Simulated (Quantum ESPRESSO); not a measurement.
## MgO (Periclase): the LO frequency by hand

How high does the longitudinal optical mode of MgO (Periclase) lie, given the transverse one, the Born charge and ε∞?

Main program and level: Quantum ESPRESSO 7.5; DFT LDA, scalar-relativistic, plane waves, PseudoDojo norm-conserving pseudopotentials.

The database entry behind the starting cell differs from later determinations by our own check (about 0.1 % long), so it need not match the best structure at ambient conditions.

### Step 1. The relaxed structure

Symmetry: Fm-3m, No. 225, cubic system. The conventional cell has a = 4.160 Å, b = 4.160 Å, c = 4.160 Å, α = 90.00°, β = 90.00°, γ = 90.00°. Nearest to Mg lie 6 O at 2.08 Å. Nearest to O lie 6 Mg at 2.08 Å. Farther neighbours and most contacts between anions are not listed.

This is the cell after its relaxation at this level of theory, not the database cell from which that began.

### Step 2. What the response run gave

A linear-response run on the relaxed cell, with the response to an electric field; only its zone-centre results are used. Cutoff 92 Ry, k mesh 12×12×12.

Log:

```text
[banners, grids, parts of the stress and lines that vanish by symmetry left out]
Program PHONON v.7.5
     Reading xml data from directory:

[...]
Exchange-correlation= PW
                           (   1   4   0   0   0   0   0)
[...]
(   8 q-points):
[...]
kinetic-energy cut-off    =      92.0000  Ry
     charge density cut-off    =     368.0000  Ry
     convergence threshold     =      1.0E-18
[...]
Exchange-correlation= PW
                           (   1   4   0   0   0   0   0)
[...]
q = (   0.0000000   0.0000000   0.0000000 )
     49 Sym.Ops. (with q -> -q+G )
     G cutoff =  288.0771  (  14361 G-vectors)     FFT grid: ( 36, 36, 36)
     number of k points=    72
[...]
Mode symmetry, O_h (m-3m)  point group:
[...]
Dielectric constant
[...]
End of electric fields calculation
          Dielectric constant in cartesian axis
          (       3.171332608       0.000000000      -0.000000000 )
          (       0.000000000       3.171332608       0.000000000 )
          (      -0.000000000      -0.000000000       3.171332608 )
          Effective charges (d Force / dE) in cartesian axis without acoustic sum rule applied (asr)
           atom    1  Mg    Mean Z*:        1.97179
      Ex  (        1.97179       -0.00000       -0.00000 )
      Ey  (       -0.00000        1.97179        0.00000 )
      Ez  (        0.00000        0.00000        1.97179 )
           atom    2  O     Mean Z*:       -1.97154
      Ex  (       -1.97154       -0.00000       -0.00000 )
      Ey  (       -0.00000       -1.97154        0.00000 )
      Ez  (       -0.00000        0.00000       -1.97154 )
          Effective charges Sum: Mean:        0.00026
[...]
Effective charges (d Force / dE) in cartesian axis with asr applied:
           atom    1  Mg    Mean Z*:        1.97167
[...]
atom    2  O     Mean Z*:       -1.97167
[...]
Representation #   1 modes #   1   2   3
[...]
End of self-consistent calculation
     Convergence has been achieved
     Representation #   2 modes #   4   5   6
[...]
End of self-consistent calculation
     Convergence has been achieved
[...]
Dielectric constant in cartesian axis
          (       3.171332608       0.000000000      -0.000000000 )
          (       0.000000000       3.171332608       0.000000000 )
          (      -0.000000000      -0.000000000       3.171332608 )
          Effective charges (d Force / dE) in cartesian axis without acoustic sum rule applied (asr)
           atom    1  Mg    Mean Z*:        1.97179
[...]
Mode symmetry, C_s (m)     point group:
[...]
q = (    0.530330086  -0.176776695   0.530330086 )
[...]
Mode symmetry, C_s (m)     point group:
     freq (   1-   1) =        285.2  [cm-1]   --> A''
     freq (   2-   2) =        336.2  [cm-1]   --> A'
     freq (   3-   3) =        420.9  [cm-1]   --> A''
     freq (   4-   4) =        447.1  [cm-1]   --> A'
     freq (   5-   5) =        454.9  [cm-1]   --> A'
     freq (   6-   6) =        561.8  [cm-1]   --> A'
[...]
Mode symmetry, C_2v (mm2)  point group:
[...]
q = (    0.353553391   0.000000000   0.353553391 )
[...]
Mode symmetry, C_2v (mm2)  point group:
     freq (   1-   1) =        275.3  [cm-1]   --> B_1  D_3  S_3
     freq (   2-   2) =        324.3  [cm-1]   --> B_2  D_4  S_4
     freq (   3-   3) =        379.8  [cm-1]   --> B_1  D_3  S_3
     freq (   4-   4) =        419.8  [cm-1]   --> A_1  D_1  S_1
     freq (   5-   5) =        469.2  [cm-1]   --> B_2  D_4  S_4
     freq (   6-   6) =        593.1  [cm-1]   --> A_1  D_1  S_1
[...]
Mode symmetry, D_4h(4/mmm) point group:
[...]
Convergence has been achieved
[...]
Convergence has been achieved
[...]
Convergence has been achieved
[...]
Convergence has been achieved
[...]
q = (    0.000000000  -0.707106781   0.000000000 )
[...]
freq (    5) =      13.724824 [THz] =     457.810839 [cm-1]
     freq (    6) =      16.606944 [THz] =     553.948014 [cm-1]
[...]
Mode symmetry, D_4h(4/mmm) point group:
     freq (   1-   2) =        292.6  [cm-1]   --> E_u  X_5' M_5'
     freq (   3-   3) =        433.4  [cm-1]   --> A_2u X_4' M_4'
     freq (   4-   5) =        457.8  [cm-1]   --> E_u  X_5' M_5'
     freq (   6-   6) =        553.9  [cm-1]   --> A_2u X_4' M_4'
[...]
Mode symmetry, D_2d (-42m) point group:
[...]
Representation #   1 mode #   1
[...]
Convergence has been achieved
     Representation #   2 mode #   2
[...]
Convergence has been achieved
     Representation #   3 modes #   3   4
[...]
End of self-consistent calculation
     Convergence has been achieved
     Representation #   4 modes #   5   6
[...]
End of self-consistent calculation
     Convergence has been achieved
[...]
q = (   -0.353553391  -0.707106781   0.000000000 )
[...]
freq (    1) =      10.591919 [THz] =     353.308387 [cm-1]
     freq (    2) =      11.470687 [THz] =     382.620946 [cm-1]
     freq (    3) =      11.470687 [THz] =     382.620946 [cm-1]
     freq (    4) =      13.474533 [THz] =     449.462040 [cm-1]
     freq (    5) =      15.194230 [THz] =     506.824954 [cm-1]
     freq (    6) =      15.194230 [THz] =     506.824954 [cm-1]
[...]
Mode symmetry, D_2d (-42m) point group:
     freq (   1-   1) =        353.3  [cm-1]   --> B_2  X_3  W_2
     freq (   2-   3) =        382.6  [cm-1]   --> E    X_5  W_3
     freq (   4-   4) =        449.5  [cm-1]   --> A_1  X_1  W_1
     freq (   5-   6) =        506.8  [cm-1]   --> E    X_5  W_3

   JOB DONE.
```

```tsv
quantity	value
cell volume Ω (Å³)	18.002
mass of Mg (u)	24.305
mass of O (u)	15.999
Born charge of Mg, raw (e)	1.972
Born charge of O, raw (e)	-1.972
ε∞	3.171
ω(TO) after the sum rule (cm⁻¹)	409.1
```

### Step 3. The calculation

The charges must sum to zero over the cell; taking off their mean, 0.000 e, leaves Z* = 1.972 e on Mg. In the polar mode Mg moves against O, so the reduced mass is μ = 24.30 × 16.00 / 40.30 = 9.648 u.

A longitudinal wave builds up a field that adds to the restoring force: ω(LO)² = ω(TO)² + 4π Z*² / (μ Ω ε∞), in Hartree atomic units. With μ = 17587 electron masses and Ω = 121.48 bohr³ the second term is 7.2097e-06 Ha², or 347284 cm⁻² (1 Ha = 219474.6 cm⁻¹).

So ω(LO) = √(167338 + 347284) = 717.4 cm⁻¹, and by the Lyddane-Sachs-Teller relation ε₀ = ε∞ (ω(LO)/ω(TO))² = 9.75.

### Step 4. Check against the program

The analysis program adds the same non-analytic term to the full matrix, here for q along (1 0 0).

Log:

```text
[banner, memory and clock lines left out]
Program DYNMAT v.7.5

     Reading Dynamical Matrix from file x.dyn1
     ...Force constants read
     ...epsilon and Z* read

     Polarizability (A^3 units)
     multiply by 0.580121 for Clausius-Mossotti correction
         3.110540    0.000000   -0.000000
         0.000000    3.110540   -0.000000
        -0.000000    0.000000    3.110540

     IR activities are in (D/A)^2/amu units

# mode   [cm-1]    [THz]      IR
    1     -0.00   -0.0000    0.0000
    2     -0.00   -0.0000    0.0000
    3      0.00    0.0000    0.0000
    4    409.07   12.2637    9.2960
    5    409.07   12.2637    9.2960
    6    717.37   21.5063    9.2960
```

ε₀ comes from the program's run without a direction of q.

```tsv
quantity	by hand	program
ω(LO) (cm⁻¹)	717.4	717.4
ε₀	9.75	9.75
```

### Step 5. Results

```
TO mode                    : 409.1 cm⁻¹
LO mode                    : 717.4 cm⁻¹
static dielectric constant : 9.753
```

The LO mode of MgO (Periclase) lies at 717 cm⁻¹, 308 cm⁻¹ above the TO mode; the formula meets the program within 0.1 cm⁻¹, as it must for a cubic crystal with one polar mode. ω(LO)² − ω(TO)² goes with Z*²/ε∞: an error of 5 % in ε∞ would move the LO mode by 11.6 cm⁻¹, and semilocal functionals tend to overestimate ε∞. These are harmonic values at zero temperature, at the volume of this functional, for the structure held cubic; stability elsewhere in the zone is no part of this calculation.

[Host names and launcher messages were left out of these logs when they were recorded.]

[Logs are printed without paths, hosts, clocks, repeated set-up lines and the standing remarks that a program may print on its own settings, such as how far it seeks lower states.]

[Hosts, paths, dates, database ids (printed as entryN), source tags and the programs' standing remarks are cut or masked in the printed files.]
